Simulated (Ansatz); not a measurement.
# In3As (model cell, started as BiF3 type): phonons and vibrational spectra

Task: relax In3As (model cell, started as BiF3 type), then find its harmonic phonons.

Calculated with Ansatz 0.2.0; DFT PBEsol, scalar-relativistic, plane waves, PAW.

The structure was built from a prototype and need not be the compound's stable phase.

**1. Set-up**

It takes space group Fm-3m (No. 225, cubic). Conventional cell: a = 7.737 Å, b = 7.737 Å, c = 7.737 Å, α = 90.00°, β = 90.00°, γ = 90.00°. As has 8 In at 3.35 Å nearest. Nearest to In lie 4 As at 3.35 Å and 4 In at 3.35 Å. In has 8 In at 3.35 Å nearest. Farther neighbours are not listed.

**2. Bringing the structure to rest, k-mesh 8×8×8**

The cell and atoms are relaxed, since residual forces and stress would shift the frequencies.

input.yaml

```yaml
crystal:
  lattice:
    - [0.0, 3.86825, 3.86825]
    - [3.86825, 0.0, 3.86825]
    - [3.86825, 3.86825, 0.0]
  atoms:
    - { symbol: As, position: [0.0, 0.0, 0.0] }
    - { symbol: In, position: [0.25, 0.25, 0.25] }
    - { symbol: In, position: [0.75, 0.75, 0.75] }
    - { symbol: In, position: [0.5, 0.5, 0.5] }
kpoints:
  mp_grid: { grid: [8, 8, 8] }
hamiltonian:
  xc: pbesol
scf:
  occupations: { method: gaussian, width: 0.1 }
output:
  forces: true
  stress: true
  eigenvalues: true
relax:
  adjacent_minimum: "off"
  f_tol: 0.005
  max_steps: 80
  cell: { stress_tol: 0.05 }
```

Started as:

```console
$ ansatz run input.yaml --threads 4 --pin off --max-ram 7168MiB --backend cpu --events-out ev --progress --plain --runs-dir out
```

Numbers of over 12 decimals in the logs are rounded to 6 here.

The program printed:

```text
Engine: ansatz 0.2.0, aarch64-unknown-linux-gnu
Pseudopotentials: kind: paw
Pseudopotential: As, paw, valence charge 15, recommended cutoff 420 eV (normal), As.paw.azcp
Pseudopotential: In, paw, valence charge 13, recommended cutoff 420 eV (normal), In.paw.azcp
Functional definition: PBEsol
  exchange = pbesol_x
  correlation = pbesol_c
Crystal: 4 atoms, lattice volume = 115.764 Å³
Basis set: ecut = 420 eV, 2229 PW (Γ), exchange–correlation on 80×80×80 points (8 copies of the dense FFT grid, shifted against one another)
Bands: 33, of which v1, the nominal top of the filled ones, is band 27 counted from 1 (26 counted from 0)
Symmetry: 48 space group operations
Space group: Fm-3m (ITA 225), of the structure as read, at distance tolerance 4.9e-5 Å
k-points: 29 of 512
Non-local potential: As, projectors of the file, l = 0: 2, l = 1: 2, l = 2: 3, l = 3: 1
Non-local potential: In, projectors of the file, l = 0: 2, l = 1: 2, l = 2: 2, l = 3: 2
PAW form: soft (Blöchl's): semilocal exchange-correlation on the pseudo side does not see the compensation charge
PAW frozen core: As, regenerated for the run's functional, and the local potential with it (the file was generated under x = pbe(κ = 0.804, μ = 0.219515), c = pbe(β = 0.066725))
PAW frozen core: In, regenerated for the run's functional, and the local potential with it (the file was generated under x = pbe(κ = 0.804, μ = 0.219515), c = pbe(β = 0.066725))
PAW one-centre angular grid: As, 590 points (default); XC on 64 Gauss nodes
PAW one-centre angular grid: In, 590 points (default); XC on 64 Gauss nodes
Initial density: superposition of atomic densities (neutral atoms: chi_scale 0, normalization atom), corrected by the library's trained network
Initial wavefunctions: pseudopotential atomic-orbital guess
Functional: x = pbesol(κ = 0.804, μ = 0.123457), c = pbesol(β = 0.046)
SCF iter   1: F=—  HF=-21388.458578 eV  |F-HF|=—  |Δ(HF+E_count)|=         —  Δρ=3.40e-3  dr2=3.51e-2  ethr=1.77e-3  ⟨swp⟩=6.4  Hψ=3877  notcnv=0
preconditioner: auto → Kerker (q_TF=auto, 2.403 Å⁻¹)  [metal: Δε(μ)=0.083 eV  Ē_g=13.632 eV  σ=0.100 eV  W_gap=0.44  n_scr=26 (ndim 8)  ℏωp=22.9 eV  f_vac=0.000  D(μ)=2.12/eV (n_scr^D=14)]
SCF iter   2: F=—  HF=-21388.447620 eV  |F-HF|=—  |Δ(HF+E_count)|=   1.10e-2  Δρ=1.74e-3  dr2=8.35e-3  ethr=6.49e-5  ⟨swp⟩=1.0  Hψ=1189  notcnv=0
SCF iter   3: F=—  HF=-21388.445641 eV  |F-HF|=—  |Δ(HF+E_count)|=   1.98e-3  Δρ=5.96e-4  dr2=5.99e-4  ethr=1.55e-5  ⟨swp⟩=2.3  Hψ=1631  notcnv=0
SCF iter   4: F=—  HF=-21388.445476 eV  |F-HF|=—  |Δ(HF+E_count)|=   1.65e-4  Δρ=3.27e-4  dr2=1.45e-4  ethr=1.11e-6  ⟨swp⟩=2.0  Hψ=1685  notcnv=0
SCF iter   5: F=—  HF=-21388.445459 eV  |F-HF|=—  |Δ(HF+E_count)|=   1.76e-5  Δρ=1.82e-4  dr2=2.69e-5  ethr=2.69e-7  ⟨swp⟩=2.0  Hψ=1714  notcnv=0
SCF iter   6: F=—  HF=-21388.445442 eV  |F-HF|=—  |Δ(HF+E_count)|=   1.61e-5  Δρ=2.94e-5  dr2=1.95e-6  ethr=4.97e-8  ⟨swp⟩=2.0  Hψ=1705  notcnv=0
SCF iter   7: F=—  HF=-21388.445442 eV  |F-HF|=—  |Δ(HF+E_count)|=   6.82e-7  Δρ=1.33e-5  dr2=2.76e-7  ethr=3.60e-9  ⟨swp⟩=2.1  Hψ=1184  notcnv=0
SCF iter   8: F=-21388.445442 eV  HF=-21388.445442 eV  |F-HF|=7.01e-9  |Δ(HF+E_count)|=   1.52e-7  Δρ=2.46e-6  dr2=7.44e-9  ethr=1.85e-10  ⟨swp⟩=7.6  Hψ=4007  notcnv=0
SCF 1 converged in 8 iterations: F = -21388.445442 eV  dr2 = 7.44e-9
  greatest PAW one-centre occupation: 0.999 electrons in one spin orbital (limit 2), on the As atom at site 0 (counted from 0), in its partial waves of l = 2
relax step   1: F+E_penalty+E_count = -21388.44544156 eV  Δ(F+E_penalty+E_count) = +0.000e0 eV  max|allowed force component| = 1.156e-17 eV/Å  Δτ_max = 0.0000 Å  P = -5.984 GPa  Ω = 115.764 Å³  (8 SCF iters, dr2 threshold 1.00e-7 eV, accepted)
Crystal: 4 atoms, lattice volume = 99.645 Å³
Basis set: ecut = 420 eV, 1917 PW (Γ), exchange–correlation on 80×80×80 points (8 copies of the dense FFT grid, shifted against one another)
Initial density: handed on by an earlier stage of this run
Initial wavefunctions: those handed on with the density
iter 1 solved again at ethr=7.48e-5 eV; its pass at ethr=3.10e-3 eV (dr2=4.04e-2 eV) is discarded
SCF iter   1: F=—  HF=-21388.899509 eV  |F-HF|=—  |Δ(HF+E_count)|=         —  Δρ=4.16e-3  dr2=4.11e-2  ethr=7.48e-5  ⟨swp⟩=1.1  Hψ=5340  notcnv=0
preconditioner: auto → Resta (q_TF=auto, 2.463 Å⁻¹)  ε∞=4.1  [insulator: Δε(μ)=0.149 eV  Ē_g=14.104 eV  σ=0.100 eV  W_gap=0.71  n_scr=26 (ndim 8)  ℏωp=24.7 eV  f_vac=0.000  D(μ)=1.30/eV (n_scr^D=8)  ε∞_Penn≈4.1]
SCF iter   2: F=—  HF=-21388.889768 eV  |F-HF|=—  |Δ(HF+E_count)|=   9.74e-3  Δρ=1.67e-3  dr2=3.78e-3  ethr=7.48e-5  ⟨swp⟩=1.9  Hψ=1057  notcnv=0
SCF iter   3: F=—  HF=-21388.888831 eV  |F-HF|=—  |Δ(HF+E_count)|=   9.37e-4  Δρ=7.34e-4  dr2=3.76e-4  ethr=7.00e-6  ⟨swp⟩=2.3  Hψ=1719  notcnv=0
SCF iter   4: F=—  HF=-21388.888778 eV  |F-HF|=—  |Δ(HF+E_count)|=   5.26e-5  Δρ=2.59e-4  dr2=4.35e-5  ethr=6.97e-7  ⟨swp⟩=2.0  Hψ=1724  notcnv=0
SCF iter   5: F=—  HF=-21388.888776 eV  |F-HF|=—  |Δ(HF+E_count)|=   2.22e-6  Δρ=3.04e-5  dr2=6.84e-7  ethr=8.05e-8  ⟨swp⟩=2.3  Hψ=1749  notcnv=0
SCF iter   6: F=-21388.888776 eV  HF=-21388.888776 eV  |F-HF|=2.55e-8  |Δ(HF+E_count)|=   2.13e-7  Δρ=6.41e-6  dr2=3.15e-8  ethr=7.41e-10  ⟨swp⟩=5.6  Hψ=3784  notcnv=0
SCF 2 converged in 6 iterations: F = -21388.888776 eV  dr2 = 3.15e-8
relax step   2: F+E_penalty+E_count = -21388.88877617 eV  Δ(F+E_penalty+E_count) = -4.433e-1 eV  max|allowed force component| = 1.388e-16 eV/Å  Δτ_max = 0.0000 Å  P = -2.052 GPa  Ω = 99.645 Å³  energy of the carried Pulay correction = +3.287e-3 eV  (6 SCF iters, dr2 threshold 4.00e-7 eV, accepted)
Crystal: 4 atoms, lattice volume = 92.912 Å³
Basis set: ecut = 420 eV, 1837 PW (Γ), exchange–correlation on 80×80×80 points (8 copies of the dense FFT grid, shifted against one another)
iter 1 solved again at ethr=6.13e-6 eV; its pass at ethr=3.10e-3 eV (dr2=3.31e-3 eV) is discarded
SCF iter   1: F=—  HF=-21388.908350 eV  |F-HF|=—  |Δ(HF+E_count)|=         —  Δρ=1.54e-3  dr2=3.69e-3  ethr=6.13e-6  ⟨swp⟩=2.3  Hψ=5454  notcnv=0
preconditioner: auto → Resta (q_TF=auto, 2.492 Å⁻¹)  ε∞=4.2  [insulator: Δε(μ)=0.195 eV  Ē_g=14.362 eV  σ=0.100 eV  W_gap=0.79  n_scr=26 (ndim 8)  ℏωp=25.6 eV  f_vac=0.000  D(μ)=0.78/eV (n_scr^D=0)  ε∞_Penn≈4.2]
SCF iter   2: F=—  HF=-21388.907446 eV  |F-HF|=—  |Δ(HF+E_count)|=   9.04e-4  Δρ=7.72e-4  dr2=6.03e-4  ethr=6.13e-6  ⟨swp⟩=2.1  Hψ=1213  notcnv=0
SCF iter   3: F=—  HF=-21388.907302 eV  |F-HF|=—  |Δ(HF+E_count)|=   1.44e-4  Δρ=2.49e-4  dr2=4.41e-5  ethr=1.12e-6  ⟨swp⟩=2.1  Hψ=1719  notcnv=0
SCF iter   4: F=—  HF=-21388.907296 eV  |F-HF|=—  |Δ(HF+E_count)|=   5.72e-6  Δρ=6.98e-5  dr2=3.90e-6  ethr=8.17e-8  ⟨swp⟩=2.0  Hψ=1726  notcnv=0
SCF iter   5: F=-21388.907296 eV  HF=-21388.907296 eV  |F-HF|=3.17e-8  |Δ(HF+E_count)|=   8.26e-7  Δρ=1.26e-5  dr2=7.77e-8  ethr=7.41e-10  ⟨swp⟩=6.9  Hψ=3984  notcnv=0
SCF 3 converged in 5 iterations: F = -21388.907296 eV  dr2 = 7.77e-8
relax step   3: F+E_penalty+E_count = -21388.90729568 eV  Δ(F+E_penalty+E_count) = -1.852e-2 eV  max|allowed force component| = 1.550e-16 eV/Å  Δτ_max = 0.0000 Å  P = +1.515 GPa  Ω = 92.912 Å³  energy of the carried Pulay correction = +4.937e-3 eV  (5 SCF iters, dr2 threshold 4.00e-7 eV, accepted)
[...]
relax step   4: F+E_penalty+E_count = -21388.91816957 eV  Δ(F+E_penalty+E_count) = -1.087e-2 eV  max|allowed force component| = 1.550e-16 eV/Å  Δτ_max = 0.0000 Å  P = -0.014 GPa  Ω = 95.442 Å³  energy of the carried Pulay correction = +4.294e-3 eV  (5 SCF iters, dr2 threshold 4.00e-7 eV, accepted)
Basis set: ecut = 420 eV, 1837 PW (Γ), exchange–correlation on 72×72×72 points (8 copies of the dense FFT grid, shifted against one another)
Initial wavefunctions: pseudopotential atomic-orbital guess (no wavefunctions were taken with the density)
iter 1 solved again at ethr=3.08e-7 eV; its pass at ethr=3.10e-3 eV (dr2=1.66e-4 eV) is discarded
SCF iter   1: F=—  HF=-21388.915002 eV  |F-HF|=—  |Δ(HF+E_count)|=         —  Δρ=2.46e-4  dr2=9.89e-6  ethr=3.08e-7  ⟨swp⟩=2.2  Hψ=5956  notcnv=0
preconditioner: auto → Resta (q_TF=auto, 2.481 Å⁻¹)  ε∞=4.1  [insulator: Δε(μ)=0.196 eV  Ē_g=14.275 eV  σ=0.100 eV  W_gap=0.83  n_scr=26 (ndim 8)  ℏωp=25.2 eV  f_vac=0.000  D(μ)=0.97/eV (n_scr^D=0)  ε∞_Penn≈4.1]
SCF iter   2: F=—  HF=-21388.915006 eV  |F-HF|=—  |Δ(HF+E_count)|=   4.36e-6  Δρ=1.22e-4  dr2=2.56e-6  ethr=1.83e-8  ⟨swp⟩=2.0  Hψ=1565  notcnv=0
SCF iter   3: F=—  HF=-21388.915009 eV  |F-HF|=—  |Δ(HF+E_count)|=   3.05e-6  Δρ=3.03e-5  dr2=2.55e-7  ethr=4.74e-9  ⟨swp⟩=2.8  Hψ=1618  notcnv=0
SCF iter   4: F=—  HF=-21388.915009 eV  |F-HF|=—  |Δ(HF+E_count)|=   3.29e-8  Δρ=3.73e-6  dr2=1.67e-8  ethr=4.71e-10  ⟨swp⟩=2.0  Hψ=1744  notcnv=0
SCF iter   5: F=—  HF=-21388.915009 eV  |F-HF|=—  |Δ(HF+E_count)|=   1.30e-8  Δρ=8.05e-7  dr2=2.54e-10  ethr=3.09e-11  ⟨swp⟩=2.0  Hψ=1736  notcnv=0
SCF iter   6: F=-21388.915009 eV  HF=-21388.915009 eV  |F-HF|=7.28e-12  |Δ(HF+E_count)|=  2.58e-10  Δρ=9.48e-8  dr2=7.26e-12  ethr=1.00e-12  ⟨swp⟩=5.0  Hψ=3301  notcnv=0
SCF 5 converged in 6 iterations: F = -21388.915009 eV  dr2 = 7.26e-12
relax step   5: F+E_penalty+E_count = -21388.91500931 eV  Δ(F+E_penalty+E_count) = +3.160e-3 eV  max|allowed force component| = 1.503e-16 eV/Å  Δτ_max = 0.0000 Å  P = -0.040 GPa  Ω = 95.442 Å³  stress off target by 4.01e-2 GPa  SCF on the basis re-selected at this cell (its energy is not comparable with the rows above)  (6 SCF iters)
basis re-selected at this cell: Δ(F+E_penalty+E_count) = +3.160e-3 eV, ΔP = -0.026 GPa vs the last step (what re-selecting the basis moved, of the pressure what is left beyond the Pulay correction that the steps carried, after the strain that the cell walked since its last selection, with what the two solves' SCF thresholds leave and, on support functions, any second-order correction that the steps lacked; it is no measure of the basis error at this ecutwfc). The dense FFT grid was sized anew with the basis: this SCF ran on 36×36×36 points, the steps before it on 40×40×40, so part of this shift can come from that change (see relax.cell in the input reference). [rest of the remark cut]
SCF converged after 6 iterations
Free energy (F): -21388.915009 eV
Harris-Foulkes:  -21388.915009 eV  (|F-HF|=7.28e-12)
Internal energy: -21388.910161 eV  (E = F + TS)
E sigma→0 (E₀):  -21388.912585 eV
Entropy (-TS):   -0.004849 eV (-1.212 meV/atom)
Fermi energy:    10.897974 eV
--- Per-component energies (eV) ---
  E_band       = -274.701631
  E_kinetic    = 827.597582
  E_local      = -4742.441194  (includes V_loc(G=0)·N_el)
  E_nonlocal   = 433.562015
  E_hartree    = 2125.068717
  E_xc         = -721.607971
  E_vxc        = -381.366980  (∫ρ·V_xc dr)
  E_paw        = -14035.678878  (= ΣΔE_a)
  E_vpaw       = -662.190671  (= ΣTr[D̂ρ^β])
  E_aug_tail   = 0.000082  (compensation charges beyond the density's cutoff)
  E_ewald      = -5277.084649
  E_core_change = 1.674136  (= ΣΔE_core)
  E_smearing   = -0.004849  (= −TS)
  E_closure    = 0.000000  (closes the sum)
  Σ components = -21388.915009   (vs F -21388.915009, Δ=0.00e0)
--- Forces (eV/Å), atoms counted from 1 ---
  atom   1  As    -0.00000000     0.00000000     0.00000000
  atom   2  In    -0.00000000    -0.00000000    -0.00000000
  atom   3  In     0.00000000     0.00000000     0.00000000
  atom   4  In     0.00000000    -0.00000000    -0.00000000
  max |Σ_I F_I| component: 1.39e-17 eV/Å
--- Stress (GPa, compression-positive) ---
       -0.040089      -0.000000      -0.000000
       -0.000000      -0.040089       0.000000
       -0.000000      -0.000000      -0.040089
  P = ⅓ Tr σ = -0.0401 GPa (-0.401 kbar)
--- Band table (eV; the first three rows and the last of 29) ---
  k-point 0: bands = [... 23 lower, 8.9198, 8.9198, 8.9198, 10.7035, 10.7035, 10.7035, 11.4596, 11.7936, ... 2 higher]
  k-point 1: bands = [... 23 lower, 8.7622, 8.7622, 9.1809, 10.1510, 10.7861, 10.7861, 11.8082, 11.8082, ... 2 higher]
  k-point 2: bands = [... 23 lower, 8.5206, 8.5206, 9.2227, 9.9539, 10.4329, 10.4329, 12.5257, 12.5257, ... 2 higher]
  k-point 28: bands = [... 23 lower, 4.4888, 9.3542, 9.4021, 10.3059, 10.3059, 13.6039, 13.6039, 15.9588, ... 2 higher]
--- Relaxed structure (4 steps of the walk, 4 accepted, 1 SCFs on fresh bases) ---
  F+E_penalty+E_count = -21388.91500931 eV   max|allowed force component| = 1.503e-16 eV/Å   (the final SCF, on the basis selected at the relaxed cell)
  cell:  # Å, volume = 95.4418 Å³
    - [0, 3.627184, 3.627184]
    - [3.627184, 0, 3.627184]
    - [3.627184, 3.627184, 0]
  atoms:
    - { symbol: As, position: [0, 0, 0] }
    - { symbol: In, position: [0.25, 0.25, 0.25] }
    - { symbol: In, position: [0.75, 0.75, 0.75] }
    - { symbol: In, position: [0.5, 0.5, 0.5] }
```

Wall time 18 s (4 threads of Arm Neoverse N1, shared host); peak memory 0.5 GiB; 64 s of CPU time.

Step by step:

```tsv
step	energy less that of the first step (eV)	largest force component (eV/Å)	pressure (GPa)	volume (Å³)
1	0.0000	0.0000	-5.98	115.76
2	-0.4433	0.0000	-2.05	99.65
3	-0.4619	0.0000	1.51	92.91
4	-0.4727	0.0000	-0.01	95.44
5*	-0.4696	0.0000	-0.04	95.44
```

Relaxation steps marked * repeat the geometry before them on a plane-wave basis chosen anew for their cell, so energy and pressure can jump there.

The run keeps the 48 symmetry operations that it works with, so distortions that break them were not tested.

```tsv
conventional cell, symmetrised	before	after	change
a (Å)	7.737	7.254	-6.2 %
b (Å)	7.737	7.254	-6.2 %
c (Å)	7.737	7.254	-6.2 %
volume (Å³/atom)	28.94	23.86	-17.6 %
```

Final coordinates:

```cif
data_structure
_symmetry_space_group_name_H-M 'P 1'
_symmetry_Int_Tables_number 1
_cell_length_a 5.1296
_cell_length_b 5.1296
_cell_length_c 5.1296
_cell_angle_alpha 60.000
_cell_angle_beta 60.000
_cell_angle_gamma 60.000
_cell_volume 95.44
loop_
_atom_site_label
_atom_site_type_symbol
_atom_site_fract_x
_atom_site_fract_y
_atom_site_fract_z
_atom_site_occupancy
As1 As 0.00000 0.00000 0.00000 1
In2 In 0.25000 0.25000 0.25000 1
In3 In 0.75000 0.75000 0.75000 1
In4 In 0.50000 0.50000 0.50000 1
```

This step gave:

```yaml
pressure: -0.04009 GPa
volume_per_atom: 23.86 Å³
gap_on_the_k_mesh: 0 eV
```

In this step the volume went from 28.94 to 23.86 Å³/atom.

**3. Relaxation, k-mesh 10×10×10**

The relaxation is repeated from its end, on the mesh and smearing that suit the cell and gap now reached.

input.yaml, the sections that differ from step 2:

```yaml
crystal:
  lattice:
    - [0.0, 3.6271839627, 3.6271839627]
    - [3.6271839627, 0.0, 3.6271839627]
    - [3.6271839627, 3.6271839627, 0.0]
  atoms:
    - { symbol: As, position: [0.0, 0.0, 0.0] }
    - { symbol: In, position: [0.25, 0.25, 0.25] }
    - { symbol: In, position: [0.75, 0.75, 0.75] }
    - { symbol: In, position: [0.5, 0.5, 0.5] }
kpoints:
  mp_grid: { grid: [10, 10, 10] }
output:
  forces: true
  stress: true
  eigenvalues: true
  write_density: true
  write_potential: true
  elf: true
  volumetric_format: npy
# hamiltonian, scf, relax: as in step 2
```

The program printed:

```text
[...]
Crystal: 4 atoms, lattice volume = 95.442 Å³
Basis set: ecut = 420 eV, 1837 PW (Γ), exchange–correlation on 72×72×72 points (8 copies of the dense FFT grid, shifted against one another)
Bands: 33, of which v1, the nominal top of the filled ones, is band 27 counted from 1 (26 counted from 0)
Symmetry: 48 space group operations
[...]
k-points: 47 of 1000
[...]
--- Relaxed structure (3 steps of the walk, 3 accepted, 1 SCFs on fresh bases) ---
[...]
cell:  # Å, volume = 96.5666 Å³
    - [0, 3.641376, 3.641376]
    - [3.641376, 0, 3.641376]
    - [3.641376, 3.641376, 0]
  atoms:
    - { symbol: As, position: [0, 0, 0] }
    - { symbol: In, position: [0.25, 0.25, 0.25] }
    - { symbol: In, position: [0.75, 0.75, 0.75] }
    - { symbol: In, position: [0.5, 0.5, 0.5] }
[key lines of the parts left out:]
SCF converged after 6 iterations
Free energy (F): -21388.835143 eV
Fermi energy:    10.618609 eV
P = ⅓ Tr σ = -0.0032 GPa (-0.032 kbar)
```

Wall time 21 s (4 threads); peak memory 0.5 GiB; 78 s of CPU time.

Relaxation path:

```tsv
step	energy less that of the first step (eV)	largest force component (eV/Å)	pressure (GPa)	volume (Å³)
1	0.0000	0.0000	0.58	95.44
2	-0.0016	0.0000	-0.11	96.79
3	-0.0017	0.0000	0.00	96.57
4*	-0.0020	0.0000	0.00	96.57
```

Relaxation steps marked * repeat the geometry before them on a plane-wave basis chosen anew for their cell, so energy and pressure can jump there.

Forces are held to the 48 operations that the run works with; a distortion that breaks them can't arise in this run.

```tsv
conventional cell, symmetrised	before	after	change
a (Å)	7.254	7.283	+0.4 %
b (Å)	7.254	7.283	+0.4 %
c (Å)	7.254	7.283	+0.4 %
volume (Å³/atom)	23.86	24.14	+1.2 %
```

The relaxed structure:

```cif
data_structure
_symmetry_space_group_name_H-M 'P 1'
_symmetry_Int_Tables_number 1
_cell_length_a 5.1497
_cell_length_b 5.1497
_cell_length_c 5.1497
_cell_angle_alpha 60.000
_cell_angle_beta 60.000
_cell_angle_gamma 60.000
_cell_volume 96.57
loop_
_atom_site_label
_atom_site_type_symbol
_atom_site_fract_x
_atom_site_fract_y
_atom_site_fract_z
_atom_site_occupancy
As1 As 0.00000 0.00000 0.00000 1
In2 In 0.25000 0.25000 0.25000 1
In3 In 0.75000 0.75000 0.75000 1
In4 In 0.50000 0.50000 0.50000 1
```

Numbers from this step:

```
pressure        : -0.003183 GPa
volume per atom : 24.14 Å³
```

In this step the volume went from 23.86 to 24.14 Å³/atom.

**4. Tight relaxation**

Phonons need a cell at rest on their own settings, so the relaxation is repeated with tight tolerances on forces and stress on the k mesh and occupations of the first response run.

input.yaml

```yaml
crystal:
  lattice:
    - [0.0, 3.6413764221, 3.6413764221]
    - [3.6413764221, 0.0, 3.6413764221]
    - [3.6413764221, 3.6413764221, 0.0]
  atoms:
    - { symbol: As, position: [0.0, 0.0, 0.0] }
    - { symbol: In, position: [0.25, 0.25, 0.25] }
    - { symbol: In, position: [0.75, 0.75, 0.75] }
    - { symbol: In, position: [0.5, 0.5, 0.5] }
kpoints:
  mp_grid: { grid: [10, 10, 10] }
hamiltonian:
  xc: pbesol
scf:
  occupations: { method: methfessel_paxton, width: 0.15 }
output:
  forces: true
  stress: true
  eigenvalues: true
relax:
  adjacent_minimum: "off"
  f_tol: 0.001
  max_steps: 60
  cell: { stress_tol: 0.01 }
```

The program printed:

```text
[...]
Crystal: 4 atoms, lattice volume = 96.567 Å³
Basis set: ecut = 420 eV, 1917 PW (Γ), exchange–correlation on 72×72×72 points (8 copies of the dense FFT grid, shifted against one another)
Bands: 33, of which v1, the nominal top of the filled ones, is band 27 counted from 1 (26 counted from 0)
Symmetry: 48 space group operations
[...]
k-points: 47 of 1000
[...]
--- Relaxed structure (2 steps of the walk, 2 accepted, 1 SCFs on fresh bases) ---
[...]
cell:  # Å, volume = 96.6073 Å³
    - [0, 3.641888, 3.641888]
    - [3.641888, 0, 3.641888]
    - [3.641888, 3.641888, 0]
  atoms:
    - { symbol: As, position: [0, 0, 0] }
    - { symbol: In, position: [0.25, 0.25, 0.25] }
    - { symbol: In, position: [0.750000, 0.750000, 0.750000] }
    - { symbol: In, position: [0.5, 0.5, 0.5] }
[key lines of the parts left out:]
SCF converged after 7 iterations
Free energy (F): -21388.829330 eV
Fermi energy:    10.611179 eV
P = ⅓ Tr σ = -0.0033 GPa (-0.033 kbar)
```

Run time: 15 s. Hardware: 4 threads; peak memory 0.49 GiB; 57 s of CPU time.

Little changed from the start: no atom moved by 0.005 Å and no cell edge by 0.1 %.

Numbers from this step:

```
pressure        : -0.003261 GPa
volume per atom : 24.15 Å³
```

The forces vanish by symmetry and the pressure is -0.003 GPa, within the tolerances set. The cell now holds 24.15 Å³/atom.

[end of part 1 of 2]

[Logs are printed without paths, hosts, clocks, repeated set-up lines and the standing remarks that a program may print on its own settings, such as how far it seeks lower states.]

[Hosts, paths, dates, database ids (printed as entryN), source tags and the programs' standing remarks are cut or masked in the printed files.]
